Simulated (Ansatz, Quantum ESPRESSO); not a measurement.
# Pm3Al (Pm-3m): zone-centre phonons

Aim: the zone-centre modes of Pm3Al (Pm-3m).

Main program and level: Quantum ESPRESSO 7.5; DFT PBEsol, scalar-relativistic, plane waves, PseudoDojo norm-conserving, 4f in core pseudopotentials.

Most raw output is cut from this account.

### 1. Set-up

It takes space group Pm-3m (No. 221, cubic). The conventional cell has a = 4.857 Å, b = 4.857 Å, c = 4.857 Å, α = 90.00°, β = 90.00°, γ = 90.00°. Nearest to Pm lie 4 Al at 3.43 Å and 8 Pm at 3.43 Å. Nearest to Al lie 12 Pm at 3.43 Å. Farther neighbours are not listed.

Structure file:

```cif
data_structure
_symmetry_space_group_name_H-M 'Pm-3m'
_symmetry_Int_Tables_number 221
_cell_length_a 4.8567
_cell_length_b 4.8567
_cell_length_c 4.8567
_cell_angle_alpha 90.000
_cell_angle_beta 90.000
_cell_angle_gamma 90.000
_cell_volume 114.56
loop_
_atom_site_label
_atom_site_type_symbol
_atom_site_symmetry_multiplicity
_atom_site_Wyckoff_symbol
_atom_site_fract_x
_atom_site_fract_y
_atom_site_fract_z
_atom_site_occupancy
Pm1 Pm 3 c 0.00000 0.50000 0.50000 1
Al1 Al 1 a 0.00000 0.00000 0.00000 1
```

### 2. A probe with smearing

A cheap run with smearing and empty bands tells whether the crystal has a gap, which decides between fixed occupations and smearing later on.

Contents of probe.in:

```
&CONTROL
  calculation = 'scf'
  prefix      = 'x'
  outdir      = './tmp'
  pseudo_dir  = './pseudo'
  tprnfor     = .true.
  tstress     = .true.
  verbosity   = 'high'
/
&SYSTEM
  ibrav       = 1
  celldm(1)   = 9.17783259
  nat         = 4
  ntyp        = 2
  ecutwfc     = 44.0
  input_dft   = 'pbesol'
  occupations = 'smearing'
  smearing    = 'gaussian'
  degauss     = 0.01
/
&ELECTRONS
  conv_thr         = 1.0d-07
  mixing_beta      = 0.7
  electron_maxstep = 100
/
ATOMIC_SPECIES
 Pm    144.9128  Pm.upf
 Al     26.9815  Al.upf
ATOMIC_POSITIONS crystal
 Pm     0.000000000   0.500000000   0.500000000
 Pm     0.500000000   0.000000000   0.500000000
 Pm     0.500000000   0.500000000   0.000000000
 Al     0.000000000   0.000000000   0.000000000
K_POINTS automatic
 4 4 4 0 0 0
```

The run is started by

```
> OMP_NUM_THREADS=1 mpirun -n 4 pw.x -nk 4 -in probe.in > probe.out
```

Wall time 4.1 s (4 MPI ranks of Arm Neoverse V2, shared host); 16 s of CPU time.

This step gave:

- volume per atom: 28.64 Å³
- pressure: -1.984 GPa
- gap on the k-mesh: 0 eV

No gap opens on this mesh, so smearing is kept; the start stands at -2.0 GPa.

### 3. Relaxing the cell and atoms

The harmonic expansion starts where the forces on the atoms vanish, and stress shifts the frequencies, so cell and atoms are relaxed with tight thresholds.

Contents of relax.in:

```
&CONTROL
  calculation   = 'vc-relax'
  prefix        = 'x'
  outdir        = './tmp'
  pseudo_dir    = './pseudo'
  tprnfor       = .true.
  tstress       = .true.
  forc_conv_thr = 2.0d-05
  etot_conv_thr = 1.0d-07
  nstep         = 40
/
&SYSTEM
  ibrav       = 1
  celldm(1)   = 9.17783259
  nat         = 4
  ntyp        = 2
  ecutwfc     = 44.0
  input_dft   = 'pbesol'
  occupations = 'smearing'
  smearing    = 'mv'
  degauss     = 0.02
/
&ELECTRONS
  conv_thr         = 1.0d-11
  mixing_beta      = 0.7
  electron_maxstep = 100
/
&IONS
/
&CELL
  press_conv_thr = 0.1
/
ATOMIC_SPECIES
 Pm    144.9128  Pm.upf
 Al     26.9815  Al.upf
ATOMIC_POSITIONS crystal
 Pm     0.000000000   0.500000000   0.500000000
 Pm     0.500000000   0.000000000   0.500000000
 Pm     0.500000000   0.500000000   0.000000000
 Al     0.000000000   0.000000000   0.000000000
K_POINTS automatic
 6 6 6 0 0 0
```

The run is started by

```
> OMP_NUM_THREADS=1 mpirun -n 4 pw.x -nk 4 -in relax.in > relax.out
```

It took 49 s on 4 MPI ranks; 3.2 min of CPU time.

Step by step:

```
step  energy less that of the first step (eV)  largest force (eV/Å)  pressure (GPa)  volume (Å³)
   1                                   0.0000                0.0000           -2.40       114.56
   2                                  -0.0188                0.0000           -1.91       113.16
   3                                  -0.0385                0.0000           -1.12       111.08
   4                                  -0.0479                0.0000            0.07       108.27
   5                                  -0.0480                0.0000            0.00       108.43
   6                                  -0.0480                0.0000            0.00       108.43
   7                                  -0.0472                0.0000           -0.03       108.43
```

```csv
"conventional cell, symmetrised",before,after,change
a (Å),4.857,4.768,-1.8 %
b (Å),4.857,4.768,-1.8 %
c (Å),4.857,4.768,-1.8 %
volume (Å³/atom),28.64,27.11,-5.3 %
```

The relaxed structure:

```
Pm Al
1.0
     4.76850    0.00000    0.00000
     0.00000    4.76850    0.00000
     0.00000    0.00000    4.76850
Pm Al
3 1
Direct
  0.00000 0.50000 0.50000
  0.50000 0.00000 0.50000
  0.50000 0.50000 0.00000
  0.00000 0.00000 0.00000
```

The last row of the table of steps is pw.x's closing run on a basis chosen anew for the final cell, so its energy can jump.

Read from the output:

| Property | Result |
| --- | --- |
| volume per atom | 27.11 Å³ |
| pressure | -0.02700 GPa |

The volume changes by -5.3 % from the cell with which this run began.

### 4. Ground state

The response is built on this ground state, so it is converged far tighter than an energy would need. Smearing stays on, as the first look found no gap above 0.3 eV.

Contents of scf.in:

```
&CONTROL
  calculation = 'scf'
  prefix      = 'x'
  outdir      = './tmp'
  pseudo_dir  = './pseudo'
  tprnfor     = .true.
  tstress     = .true.
/
&SYSTEM
  ibrav       = 1
  celldm(1)   = 9.01115351
  nat         = 4
  ntyp        = 2
  ecutwfc     = 44.0
  input_dft   = 'pbesol'
  occupations = 'smearing'
  smearing    = 'mv'
  degauss     = 0.02
/
&ELECTRONS
  conv_thr         = 1.0d-12
  mixing_beta      = 0.7
  electron_maxstep = 100
/
ATOMIC_SPECIES
 Pm    144.9128  Pm.upf
 Al     26.9815  Al.upf
ATOMIC_POSITIONS crystal
 Pm     0.000000000   0.500000000   0.500000000
 Pm     0.500000000   0.000000000   0.500000000
 Pm     0.500000000   0.500000000   0.000000000
 Al     0.000000000   0.000000000   0.000000000
K_POINTS automatic
 6 6 6 0 0 0
```

The run is started by

```
> OMP_NUM_THREADS=1 mpirun -n 4 pw.x -nk 4 -in scf.in > scf.out
```

It took 9.9 s on 4 MPI ranks; 39 s of CPU time.

The cell stands at -0.027 GPa, close enough for phonons.

### 5. Zone-centre response

At q = 0 one unit cell holds all displacements; symmetry groups them into irreducible representations that are solved one by one. With smeared occupations no response to a homogeneous field can be asked.

Contents of ph.in:

```
phonons
&INPUTPH
  prefix       = 'x'
  outdir       = './tmp'
  fildyn       = 'g.dyn'
  tr2_ph       = 1.0d-18
  alpha_mix(1) = 0.4
  nmix_ph      = 8
/
0.000000000 0.000000000 0.000000000
```

The run is started by

```
> OMP_NUM_THREADS=1 mpirun -n 4 ph.x -nk 4 -in ph.in > ph.out
```

The job ended after 3.6 min (4 MPI ranks; 14 min of CPU time).

This step gave:

```yaml
largest_acoustic_frequency_at_the_zone_centre_before_the_sum_rule: -4.41 cm⁻¹
highest_optical_zone_centre_mode_no_lo_to_term: 173.8 cm⁻¹
lowest_optical_zone_centre_mode: 70.44 cm⁻¹
```

The acoustic modes at Γ come out as far as 4.4 cm⁻¹ from zero, where they should vanish, a small numerical error.

### 6. Zone-centre analysis

A rigid shift of the crystal must cost nothing, but grids and finite bases break this; the acoustic sum rule is imposed before the matrix is diagonalised again.

Contents of dynmat.in:

```
&INPUT
  fildyn = 'g.dyn'
  asr    = 'simple'
  fileig = 'dynmat.eig'
/
```

The run is started by

```
> dynmat.x -in dynmat.in > dynmat.out
```

Elapsed: 0.48 s, on 1 thread.

Read from the output:

```
lowest optical zone-centre mode : 70.58 cm⁻¹
```

Unit eigenvectors of the mass-weighted matrix after the sum rule; no LO-TO term. Modes at Γ, with each element's share of the kinetic energy:

```csv
mode,frequency (cm⁻¹),symmetry,Pm %,Al %
1,0.0,acoustic,94,6
2,0.0,acoustic,94,6
3,0.0,acoustic,94,6
4,70.6,T2u,100,0
5,70.6,T2u,100,0
6,70.6,T2u,100,0
7,135.6,T1u,100,0
8,135.6,T1u,100,0
9,135.6,T1u,100,0
10,173.8,T1u,6,94
11,173.8,T1u,6,94
12,173.8,T1u,6,94
```

Displacements in mode 5 (70.6 cm⁻¹), the largest set to 1:
```
Pm1  0.00  1.00 -0.04
Pm2  0.24  0.00  0.04
Pm3 -0.24 -1.00  0.00
Al4  0.00  0.00  0.00
```

Displacements in mode 12 (173.8 cm⁻¹), the largest set to 1:
```
Pm1 -0.02 -0.07  0.00
Pm2 -0.04 -0.04  0.00
Pm3 -0.04 -0.07  0.00
Al4  0.51  1.00  0.00
```

The rule moves no optical mode by more than 0.2 cm⁻¹.

### 7. Sum rules set otherwise: a sum rule for molecules or wires on a crystal

This rule also removes rotations, which suits molecules and not a crystal; it is tried to see the harm.

Contents of dynmat.in:

```
&INPUT
  fildyn = 'g.dyn'
  asr    = 'zero-dim'
  fileig = 'dynmat.eig'
/
```

The run is started by

```
> dynmat.x -in dynmat.in > dynmat.out
```

Run time: 0.48 s. Hardware: 1 thread.

The run ended normally, but on settings that are not sound.

The fault: a sum rule for molecules or wires on a crystal; 3 optical modes are projected out to zero frequency, as if they were rotations.

For a crystal the rule has to be 'simple' or 'crystal'.

Zone-centre frequencies as printed; negative means imaginary. Modes:

```csv
mode,frequency (cm⁻¹)
1,0
2,0
3,0
4,0
5,0
6,0
7,89.35
8,89.35
9,135.6
10,170.9
11,170.9
12,173.8
```

### 8. Sum rules set otherwise (asr crystal)

The rule can be imposed in more than one way; the choices should agree where the raw error is small.

Contents of dynmat.in:

```
&INPUT
  fildyn = 'g.dyn'
  asr    = 'crystal'
  fileig = 'dynmat.eig'
/
```

The run is started by

```
> dynmat.x -in dynmat.in > dynmat.out
```

Run time: 0.47 s. Hardware: 1 thread.

Read from the output:

```
lowest optical zone-centre mode : 70.44 cm⁻¹
```

Zone-centre frequencies as printed; negative means imaginary. Modes:

```
mode  frequency (cm⁻¹)
   1                 0
   2                 0
   3                 0
   4             70.44
   5             70.44
   6             70.44
   7             135.6
   8             135.6
   9             135.6
  10             173.8
  11             173.8
  12             173.8
```

Against the first rule no mode moves by more than 0.2 cm⁻¹.

### 9. A second program

A second program on the same cell, potentials, cutoff and meshes tests the implementation of the phonon response, not its convergence. Its k mesh is centred on Γ.

This step: DFT PBEsol, scalar-relativistic, plane waves, norm-conserving pseudopotentials, 4f in core (Ansatz 0.2.0).

Contents of input.yaml:

```yaml
crystal:
  lattice:
    - [4.7684970833, 0.0, 0.0]
    - [0.0, 4.7684970833, 0.0]
    - [0.0, 0.0, 4.7684970833]
  atoms:
    - { symbol: Pm, position: [0.0, 0.5, 0.5] }
    - { symbol: Pm, position: [0.5, 0.0, 0.5] }
    - { symbol: Pm, position: [0.5, 0.5, 0.0] }
    - { symbol: Al, position: [0.0, 0.0, 0.0] }
kpoints:
  mp_grid: { grid: [6, 6, 6] }
hamiltonian:
  xc: pbesol
  pseudopotentials:
    kind: nc
    azcp: { Pm: "pseudopotentials/pbe/nc/lanthanide_3plus/Pm.nc.azcp" }
    accuracy: standard
scf:
  occupations: { method: cold, width: 0.27211 }
output:
  eigenvalues: true
basis:
  ecutwfc: 598.65
phonons:
  method: dfpt
```

The run is started by

```
> ansatz run input.yaml --threads 4 --pin off --max-ram 8192MiB --backend cpu --events-out ev --progress --plain --runs-dir out
```

Elapsed: 23 s, on 4 threads; peak memory 1.2 GiB.

This step gave:

| Item | Value |
| --- | --- |
| sum-rule residual before enforcement | 7.64e-5 eV/Å² |
| lowest optical zone-centre mode | 70.6 cm⁻¹ |

### 10. Side by side: QE PseudoDojo and Ansatz, PseudoDojo

Numbers from this step:

```
root-mean-square difference : 0.21 cm⁻¹
largest difference          : 0.36 cm⁻¹
```

Frequencies side by side, by row:

| q (reciprocal lattice) | mode | QE PseudoDojo (cm⁻¹) | Ansatz, PseudoDojo (cm⁻¹) |
| --- | --- | --- | --- |
| 0 0 0 | 1 | 0 | 0 |
| 0 0 0 | 2 | 0 | 0 |
| 0 0 0 | 3 | 0 | 0 |
| 0 0 0 | 4 | 70.58 | 70.6 |
| 0 0 0 | 5 | 70.58 | 70.6 |
| 0 0 0 | 6 | 70.58 | 70.6 |
| 0 0 0 | 7 | 135.7 | 135.3 |
| 0 0 0 | 8 | 135.7 | 135.3 |
| 0 0 0 | 9 | 135.7 | 135.3 |
| 0 0 0 | 10 | 173.8 | 173.8 |
| 0 0 0 | 11 | 173.8 | 173.8 |
| 0 0 0 | 12 | 173.8 | 173.8 |

At the zone centre the largest difference (acoustic modes at Γ apart) is 0.2 % of the highest mode.

### 11. What came out

- space group after relaxation: Pm-3m
- volume per atom: 27.1 Å³
- highest optical zone-centre mode (no LO-TO term): 173.8 cm⁻¹
- lowest optical zone-centre mode: 70.6 cm⁻¹
- imaginary optical modes at the zone centre (no q mesh in this session): none
- largest difference from Ansatz, PseudoDojo: 0.36 cm⁻¹

In words: At the PBEsol level the optical modes of Pm3Al (Pm-3m) at the zone centre run from 71 to 174 cm⁻¹. Of the 9 optical modes, 3 are silent and 6 are infrared active alone. QE PseudoDojo and Ansatz, PseudoDojo agree to 0.36 cm⁻¹ (0.2 % of the highest mode compared) on all solved modes but the acoustic ones at Γ, without the LO-TO term. These are harmonic frequencies at zero temperature: anharmonic shifts and linewidths and thermal expansion are left out. Spin-orbit coupling is left out, which can matter for the heavy elements here. In a metal the frequencies hang on the k mesh and the smearing, most of all near Kohn anomalies. The 4f electrons are frozen in the core as for a trivalent ion, in files made for PBE, so their moments and any magnetic order are left out. The relaxation ran at 44 Ry, under the 52 Ry recommended for these files; the stress of so short a basis can leave the cell about one per cent too small. Ansatz warns that the cutoff lies 15 % under the one recommended for these files; agreement at one cutoff is not convergence. The structure comes from a database and need not be the phase that is stable at ambient conditions.

[Host names and launcher messages were left out of these logs when they were recorded.]

[Logs are printed without paths, hosts, clocks, repeated set-up lines and the standing remarks that a program may print on its own settings, such as how far it seeks lower states.]

[Hosts, paths, dates, database ids (printed as entryN), source tags and the programs' standing remarks are cut or masked in the printed files.]
